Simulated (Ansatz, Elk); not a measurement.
# Dielectric function and optical constants of LuInO2 (model structure), part 2 of 2

Aim: the dielectric function of LuInO2 (model structure), and the optical constants that follow from it. The cell was made here by substitution or stacking, whether or not such a phase is known. It was built so: All S replaced by O and Tl replaced by In in the R-3m structure of LuTlS2. The cell is first relaxed with Ansatz.

Elk 11.2.3 (patched build); DFT, PBEsol, all-electron APW+lo, Dirac cores, scalar-relativistic bands, independent-particle optical response without local fields.

So far: Set-up; Relaxation.

### 3. Ground state

The self-consistent density comes first; it also tells whether there is a gap, which decides the occupations and the need for a Drude term.

This step: DFT, PBEsol, all-electron APW+lo, Dirac cores, scalar-relativistic bands, ground state (Elk 11.2.3 (patched build)).

Input file elk.in:

```
tasks
  0
  120

xctype
  22

nempty
  14

lorbcnd
  .true.

rgkmax
  7.0

swidth
  0.0018375

maxscl
  100

epsengy
  1e-05

sppath
  './'

avec
  3.1554037067 1.8217731795 12.1107976507
  -3.1554037067 1.8217731795 12.1107976507
  0.0000000000 -3.6435463589 12.1107976507

atoms
  3
  'Lu.in'
  1
  0.0000000000 0.0000000000 0.0000000000   0.000 0.000 0.000
  'In.in'
  1
  0.5000000000 0.5000000000 0.5000000000   0.000 0.000 0.000
  'O.in'
  2
  0.2755432282 0.2755432282 0.2755432282   0.000 0.000 0.000
  0.7244567718 0.7244567718 0.7244567718   0.000 0.000 0.000

ngridk
  7 7 7

vkloff
  0.0500 0.1500 0.2500
```

Command:

```bash
OMP_NUM_THREADS=2 elk
```

The program printed:

```text
┌─────────────────────────┐
│ Elk code version 11.2.3 │
└─────────────────────────┘

All units are atomic (Hartree, Bohr, etc.)

┌─────────────────────────────────────────────────┐
│ Ground-state run starting from atomic densities │
└─────────────────────────────────────────────────┘

Lattice vectors :
   3.155403707       1.821773180       12.11079765
  -3.155403707       1.821773180       12.11079765
   0.000000000      -3.643546359       12.11079765

Reciprocal lattice vectors :
  0.9956230472      0.5748232343      0.1729361816
 -0.9956230472      0.5748232343      0.1729361816
  0.5670475809E-17  -1.149646469      0.1729361816

Unit cell volume      :    417.7084238
Brillouin zone volume :   0.5938357938

Muffin-tin inner radius fraction :   0.1000000000E-01

Nuclei treated as point charges

Species : 1 (Lu)
 parameters loaded from : Lu.in
 name : lutetium
 nuclear charge    :   -71.00000000
 electronic charge :    71.00000000
 atomic mass :    318945.3298
 muffin-tin radius :    2.529271349
 number of radial points in muffin-tin :   1393
 inner part over the whole radius :   0.9901973698E-02
 number on inner part of muffin-tin    :    996
 approximate nuclear radius :   0.9954169502E-04
 number of mesh points to nuclear radius :    520
 atomic positions (lattice), magnetic fields (Cartesian) :
  1 :   0.00000000  0.00000000  0.00000000    0.00000000  0.00000000  0.00000000

Species : 2 (In)
 parameters loaded from : In.in
 name : indium
 nuclear charge    :   -49.00000000
 electronic charge :    49.00000000
 atomic mass :    209300.4102
 muffin-tin radius :    2.600000000
 number of radial points in muffin-tin :   1193
 inner part over the whole radius :   0.9943151076E-02
 number on inner part of muffin-tin    :    850
 approximate nuclear radius :   0.8768807633E-04
 number of mesh points to nuclear radius :    427
 atomic positions (lattice), magnetic fields (Cartesian) :
  1 :   0.50000000  0.50000000  0.50000000    0.00000000  0.00000000  0.00000000

Species : 3 (O)
 parameters loaded from : O.in
 name : oxygen
 nuclear charge    :   -8.000000000
 electronic charge :    8.000000000
 atomic mass :    29165.12205
 muffin-tin radius :    1.625960153
 number of radial points in muffin-tin :    593
 inner part over the whole radius :   0.9783636000E-02
 number on inner part of muffin-tin    :    406
 approximate nuclear radius :   0.5115538663E-04
 number of mesh points to nuclear radius :    174
 atomic positions (lattice), magnetic fields (Cartesian) :
  1 :   0.27554323  0.27554323  0.27554323    0.00000000  0.00000000  0.00000000
  2 :  -0.27554323 -0.27554323 -0.27554323    0.00000000  0.00000000  0.00000000

Total number of atoms per unit cell :    4
Total muffin-tin volume :    177.4101003
 ratio of muffin-tin to unit cell volume :   0.4247223426

Spin treatment :
 spin-unpolarised

Number of Bravais lattice symmetries :   12
Number of crystal symmetries         :   12
Crystal has inversion symmetry
Real symmetric eigensolver will be used

k-point grid :      7     7     7
k-point offset :   0.5000000000E-01  0.1500000000      0.2500000000
k-point set is reduced with full crystal symmetry group
Total number of k-points :      343

Muffin-tin radius times maximum |G+k| :    7.000000000
 using average radius
Maximum |G+k| for APW functions       :    3.340813712
Maximum (1/2)|G+k|²                   :    5.580518128
Maximum |G| for potential and density :    12.00000000
Constant for pseudocharge density :    8
 order of it for each species :   15  15  15
 order of it for pair densities of each species (exact exchange by exxq0 0: 15) :   14  15   4
Radial integration step length :    1

G-vector grid sizes :     49    49    49
Number of G-vectors :    12137

Maximum angular momentum used for
 APW functions            :    8
 outer part of muffin-tin :    6
 inner part of muffin-tin :    2

Total nuclear charge    :   -136.0000000
Total core charge       :    80.00000000
Total valence charge    :    56.00000000
Total excess charge     :    0.000000000
Total electronic charge :    136.0000000

Effective Wigner radius, rₛ :   0.9017411846

Number of empty states         :     56
Total number of valence states :     85
Total number of core states    :     80

Conduction state local-orbitals added automatically
Third-order local-orbitals added for an l without core states : F
Total number of local-orbitals :    250

Exchange-correlation functional :     22     0     0
 PBEsol, Phys. Rev. Lett. 100, 136406 (2008)
 gradient requirement :    1
 generalised gradient approximation (GGA)

Smearing type :    3
 Fermi-Dirac
Smearing width :   0.1837500000E-02
Effective electronic temperature (K) :    580.2366081

Mixing type :    3
 Broyden mixing, J. Phys. A: Math. Gen. 17, L317 (1984)

Kohn-Sham potential initialised from atomic data

┌──────────────────────────────┐
│ Self-consistent loop started │
└──────────────────────────────┘

┌─────────────────┐
│ Loop number : 1 │
└─────────────────┘

Energies :
 Fermi                       :     0.141961
 sum of occupied eigenvalues :     -12535.576402038
 electron kinetic            :      22572.208487409
 core electron kinetic       :      21838.753006183
 Coulomb                     :     -42708.168754254
 Coulomb potential           :     -34485.519064884
 nuclear-nuclear             :     -1865.4404418634
 electron-nuclear            :     -47237.696691618
 Hartree                     :      6394.9683792270
 Madelung                    :     -25465.409221812
 xc potential                :     -622.26582456250
 exchange                    :     -463.71419527270
 correlation                 :     -8.379068
 electron entropic           :    -0.194586E-06
 total energy                :     -20608.053530256

Density of states at Fermi energy :   0.5685591261E-02
 (states/Hartree/unit cell)

Estimated indirect band gap :   0.2947303672E-01
 from k-point 268 to k-point 172
Estimated direct band gap   :   0.4432116376E-01
 at k-point 316

Charges :
 core                        :    80.00000000
 valence                     :    56.00000000
 interstitial                :    4.822161804
 muffin-tins (core leakage)
  species : 1 (Lu)
   atom 1                    :    68.66684814     (  0.4811412438E-05)
  species : 2 (In)
   atom 1                    :    46.94695798     (  0.1342996290E-03)
  species : 3 (O)
   atom 1                    :    7.782016037     ( -0.1908278886E-06)
   atom 2                    :    7.782016037     ( -0.1908278886E-06)
 total in muffin-tins        :    131.1778382
 total calculated charge     :    135.9944781
 total charge                :    136.0000000
 error                       :   0.5521865054E-02

┌─────────────────┐
│ Loop number : 2 │
└─────────────────┘

Energies :
 Fermi                       :     0.142555
 sum of occupied eigenvalues :     -12535.557976624
 electron kinetic            :      22572.170819061
 core electron kinetic       :      21838.597129444
 Coulomb                     :     -42708.364722598
 Coulomb potential           :     -34485.227102026
 nuclear-nuclear             :     -1865.4404418634
 electron-nuclear            :     -47238.371986496
 Hartree                     :      6395.4477057613
 Madelung                    :     -25465.751171585
 xc potential                :     -622.50169365833
 exchange                    :     -463.70989096041
 correlation                 :     -8.379401
 electron entropic           :    -0.162531E-06
 total energy                :     -20608.283195771

Density of states at Fermi energy :   0.4566381984E-02
 (states/Hartree/unit cell)

Estimated indirect band gap :   0.3085851028E-01
 from k-point 268 to k-point 172
Estimated direct band gap   :   0.4440472372E-01
 at k-point 316

Charges :
 core                        :    80.00000000
 valence                     :    56.00000000
 interstitial                :    4.838158844
 muffin-tins (core leakage)
  species : 1 (Lu)
   atom 1                    :    68.67594316     (  0.4802577898E-05)
  species : 2 (In)
   atom 1                    :    46.95200187     (  0.1341449444E-03)
  species : 3 (O)
   atom 1                    :    7.766948062     ( -0.1906917380E-06)
   atom 2                    :    7.766948062     ( -0.1906917380E-06)
 total in muffin-tins        :    131.1618412
 total calculated charge     :    135.9944976
 total charge                :    136.0000000
 error                       :   0.5502444244E-02

RMS change in Kohn-Sham potential (target) :   0.9739051637     (  0.1000000000E-05)
Absolute change in total energy (target)   :   0.2296655147     (  0.1000000000E-04)

[... 14 loops left out ...]

┌──────────────────┐
│ Loop number : 17 │
└──────────────────┘

Energies :
 Fermi                       :     0.237903
 sum of occupied eigenvalues :     -12522.787526244
 electron kinetic            :      22575.683822544
 core electron kinetic       :      21839.190218769
 Coulomb                     :     -42711.388406744
 Coulomb potential           :     -34477.800081975
 nuclear-nuclear             :     -1865.4404418634
 electron-nuclear            :     -47251.594316652
 Hartree                     :      6405.6463517708
 Madelung                    :     -25472.488365757
 xc potential                :     -620.67126681302
 exchange                    :     -463.39172232769
 correlation                 :     -8.391038
 electron entropic           :    -0.399113E-06
 total energy                :     -20607.487344686

Density of states at Fermi energy :   0.1187503537E-01
 (states/Hartree/unit cell)

Estimated indirect band gap :   0.2791004118E-01
 from k-point 316 to k-point 152
Estimated direct band gap   :   0.3325739293E-01
 at k-point 316

Charges :
 core                        :    80.00000000
 valence                     :    56.00000000
 interstitial                :    5.437085719
 muffin-tins (core leakage)
  species : 1 (Lu)
   atom 1                    :    68.97173209     (  0.4571125949E-05)
  species : 2 (In)
   atom 1                    :    47.21192850     (  0.1286650942E-03)
  species : 3 (O)
   atom 1                    :    7.189626846     ( -0.1889050512E-06)
   atom 2                    :    7.189626846     ( -0.1889050512E-06)
 total in muffin-tins        :    130.5629143
 total calculated charge     :    135.9953290
 total charge                :    136.0000000
 error                       :   0.4671029531E-02

RMS change in Kohn-Sham potential (target) :   0.9999078716E-06 (  0.1000000000E-05)
Absolute change in total energy (target)   :   0.4937730409E-05 (  0.1000000000E-04)

Convergence targets achieved

┌──────────────────┐
│ Loop number : 18 │
└──────────────────┘

Energies :
 Fermi                       :     0.237903
 sum of occupied eigenvalues :     -12522.787525852
 electron kinetic            :      22575.683822801
 core electron kinetic       :      21839.190221250
 Coulomb                     :     -42711.388411793
 Coulomb potential           :     -34477.800092651
 nuclear-nuclear             :     -1865.4404418634
 electron-nuclear            :     -47251.594315742
 Hartree                     :      6405.6463458128
 Madelung                    :     -25472.488365467
 xc potential                :     -620.67125600154
 exchange                    :     -463.39172236112
 correlation                 :     -8.391038
 electron entropic           :    -0.399114E-06
 total energy                :     -20607.487349518

Density of states at Fermi energy :   0.1187505553E-01
 (states/Hartree/unit cell)

Estimated indirect band gap :   0.2791003536E-01
 from k-point 316 to k-point 152
Estimated direct band gap   :   0.3325737818E-01
 at k-point 316

Charges :
 core                        :    80.00000000
 valence                     :    56.00000000
 interstitial                :    5.437085354
 muffin-tins (core leakage)
  species : 1 (Lu)
   atom 1                    :    68.97173225     (  0.4571128322E-05)
  species : 2 (In)
   atom 1                    :    47.21192825     (  0.1286650975E-03)
  species : 3 (O)
   atom 1                    :    7.189627072     ( -0.1889045911E-06)
   atom 2                    :    7.189627072     ( -0.1889045911E-06)
 total in muffin-tins        :    130.5629146
 total calculated charge     :    135.9953290
 total charge                :    136.0000000
 error                       :   0.4671030948E-02

┌──────────────────────────────┐
│ Self-consistent loop stopped │
└──────────────────────────────┘

Warning : core states of species 2 leak from the muffin-tin :   0.1286650975E-03

Wrote STATE.OUT
```

Run time: 7.6 min. Hardware: 2 threads of Arm Neoverse V2, shared host; peak memory 0.5 GiB; 15 min of CPU time.

Numbers from this step:

```
total energy           : -20607 Ha
Fermi energy           : 6.474 eV
DOS at the Fermi level : 4.36e-4 states/eV/cell
gap on the k-mesh      : 0.7595 eV
direct gap on the mesh : 0.9050 eV
```

There is a gap, 0.76 eV on this mesh (points off the mesh can give less), so no carriers' term is needed.

### 4. Independent particles

With the density converged, the vertical transitions are summed over the zone.

This step: DFT, PBEsol, all-electron APW+lo, Dirac cores, scalar-relativistic bands, independent-particle optical response without local fields (Elk 11.2.3 (patched build)).

elk.in, as its differences from that of step 3:

```diff
@@ -1,4 +1,7 @@
 tasks
-  0
-  120
+  121
+
+optcomp
+  1 1
+  3 3
 
@@ -17,9 +20,7 @@
 swidth
-  0.0018375
+  0.0036749
 
-maxscl
-  100
-
-epsengy
-  1e-05
+wplot
+  400 100 0
+  0.0 0.73499
```

Command:

```bash
OMP_NUM_THREADS=2 elk
```

The program printed:

```text
┌─────────────────────────────────┐
│ Elk code version 11.2.3 started │
└─────────────────────────────────┘

Info(readinput): the functional depends on the density's gradient
 muffin-tin radial points multiplied by    2.00000
 (not where nrmtscf is given)

┌────────────────────┐
│ Current task : 121 │
└────────────────────┘
Info(checkmt): changed muffin-tin radius of species 1 (Lu) from   2.8000 to   2.5293
Info(checkmt): changed muffin-tin radius of species 3 (O) from   1.8000 to   1.6260

Info(dielectric):
 dielectric tensor written to EPSILON_ij.OUT
 optical conductivity written to SIGMA_ij.OUT
 for components
  i = 1, j = 1
  i = 3, j = 3

┌──────────────────┐
│ Elk code stopped │
└──────────────────┘
```

Wall time 8 s (2 threads); peak memory 0.06 GiB.

Read from the output:

```
electronic dielectric constant ε∞, mean of the axes : 14.40
```

The Im ε has structure finer than the step of the table below, so its rows give means over 1 eV. Peaks (eV: height): E ∥ x 1.2: 25.0, 2.0: 13.2, 5.5: 7.00; E ∥ z 3.5: 7.09, 4.2: 9.00, 5.6: 14.3.

Sum at mesh points, not converged in k; values under the direct gap are tails of Lorentzian lines. Im ε against photon energy; means over each step:

| photon energy (eV) | E ∥ x | E ∥ z |
| --- | --- | --- |
| 1 | 13.8 | 0.234 |
| 2 | 10.6 | 0.931 |
| 3 | 4.47 | 3.55 |
| 4 | 4.36 | 7.07 |
| 5 | 5.12 | 8.61 |
| 6 | 6.18 | 10.2 |
| 7 | 4.52 | 4.42 |
| 8 | 3.35 | 2.56 |
| 9 | 2.41 | 1.96 |
| 10 | 2.23 | 2.02 |
| 11 | 2.88 | 1.51 |
| 12 | 2.87 | 1.96 |
| 13 | 1.92 | 1.63 |
| 14 | 1.27 | 1.05 |
| 15 | 1.12 | 0.890 |
| 16 | 0.985 | 0.743 |
| 17 | 0.753 | 0.652 |
| 18 | 0.659 | 0.744 |
| 19 | 0.686 | 0.801 |

The reflectivity at normal incidence has structure finer than the step of the table below, so its rows give means over 0.5 eV. Peaks (eV: height): E ∥ x 1.15: 52.5, 2.00: 45.3, 6.35: 33.0, 13.40: 28.4; E ∥ z 6.15: 53.1, 12.30: 19.8.

Sum at mesh points, not converged in k. Table of reflectivity at normal incidence by photon energy; means over each step:

```csv
photon energy (eV),E ∥ x (%),E ∥ z (%)
0.5,41.0,21.2
1.0,49.4,22.0
1.5,49.6,22.6
2.0,41.0,24.3
2.5,29.4,25.4
3.0,22.7,29.8
3.5,21.1,30.5
4.0,21.8,32.4
4.5,21.4,32.0
5.0,24.0,31.4
5.5,28.4,41.9
6.0,29.4,50.8
6.5,31.3,44.4
7.0,29.7,41.3
7.5,25.6,38.9
8.0,23.4,34.6
8.5,24.8,27.3
9.0,17.3,17.6
9.5,16.3,18.7
10.0,14.0,17.8
10.5,13.4,18.6
11.0,16.9,13.3
11.5,21.9,9.99
12.0,25.4,16.0
12.5,26.6,17.3
13.0,25.1,17.3
13.5,25.8,18.7
14.0,19.3,15.9
14.5,16.6,10.3
15.0,18.7,10.8
15.5,13.1,7.48
16.0,11.6,5.39
16.5,13.8,5.52
17.0,10.3,2.92
17.5,7.95,3.74
18.0,5.36,2.92
18.5,5.31,4.29
19.0,5.69,4.75
19.5,4.40,3.18
```

The loss function −Im 1/ε at q → 0 has structure finer than the step of the table below, so its rows give means over 1 eV. Peaks (eV: height): E ∥ x 8.9: 0.451, 15.5: 1.09, 16.9: 1.37; E ∥ z 10.9: 0.659, 14.1: 1.08, 15.3: 1.20, 16.4: 0.943, 19.0: 0.734.

Sum at mesh points, not converged in k; values under the direct gap are tails of Lorentzian lines. Loss function −Im 1/ε at q → 0 against energy loss; means over each step:

```csv
energy loss (eV),E ∥ x,E ∥ z
1,0.0208,0.00390
2,0.104,0.0128
3,0.163,0.0275
4,0.135,0.0612
5,0.119,0.0752
6,0.150,0.0963
7,0.226,0.195
8,0.297,0.343
9,0.402,0.503
10,0.391,0.493
11,0.300,0.614
12,0.346,0.467
13,0.499,0.612
14,0.772,0.935
15,0.905,1.01
16,0.956,0.868
17,1.17,0.689
18,0.970,0.575
19,0.899,0.662
```

Optical constants at common wavelengths, from n + ik = √ε:

```
wavelength (nm)   n x    k x  R (%) x   1/α x   n z    k z  R (%) z   1/α z
           1550  5.16  0.564     46.1  219 nm  2.73  0.015     21.5  8.3 µm
            800  3.18  2.834     50.1   22 nm  2.82  0.083     22.7  765 nm
            450  2.01  1.027     20.5   35 nm  3.25  0.283     28.3  126 nm
            405  2.17  1.097     22.8   29 nm  3.36  0.560     30.4   57 nm
            365  1.98  1.114     21.7   26 nm  3.31  1.060     32.8   27 nm
            308  2.33  0.964     22.5   25 nm  3.27  1.171     33.3   21 nm
            193  1.72  1.603     31.0  9.6 nm  1.37  2.077     44.8  7.4 nm
```

Below the direct gap, k and the depth come from the tails of the Lorentzian lines, not from transitions.

Rows near the edge hang on the gap, which this functional as a rule makes too small, and phonon-assisted absorption over an indirect gap is left out.

### 5. Outcome

| Item | Value |
| --- | --- |
| electronic dielectric constant ε∞, mean of the axes (independent particles) | 14.4 |

In words: At this level (PBEsol, independent particles) LuInO2 has a mean ε∞ = 14.4 and n = 5.16 at 1550 nm (E ∥ x). The cell shrank by 4.4 % in volume. On the mesh the gap is 0.76 eV and the least direct gap 0.90 eV, so on this mesh the band edges lie at different points. The static values by axis are 18.00 (x), 7.21 (z). Excitons and phonon-assisted transitions are missing, and so are local fields; PBEsol gaps are as a rule too small, which pulls the onset down and ε∞ up. Spin-orbit coupling is left out although heavy atoms are present. The sum runs over mesh points 0.31 Å⁻¹ apart with no interpolation, so peaks are partly noise of the mesh, and static values can be far off. The mesh is shifted off Γ, so gaps read from it can miss the band edges.

[Long decimals in the printed logs are rounded to 6 places.]

[Machine, clock and banner lines and Python warnings are left out of the logs.]

[Logs are printed without paths, hosts, clocks, repeated set-up lines and the standing remarks that a program may print on its own settings, such as how far it seeks lower states.]

[Hosts, paths, dates, database ids (printed as entryN), source tags and the programs' standing remarks are cut or masked in the printed files.]

[Where Elk ran, warnings of its patched build on accuracy (core leakage, angular cutoffs, spin-orbit splittings, empty states, lower magnetic states) are left out.]

[Where the starting crystal was built by hand or by swapping elements, it need not be the compound's stable phase.]

[The count of steps not shown may lack steps that the program refused or didn't finish.]
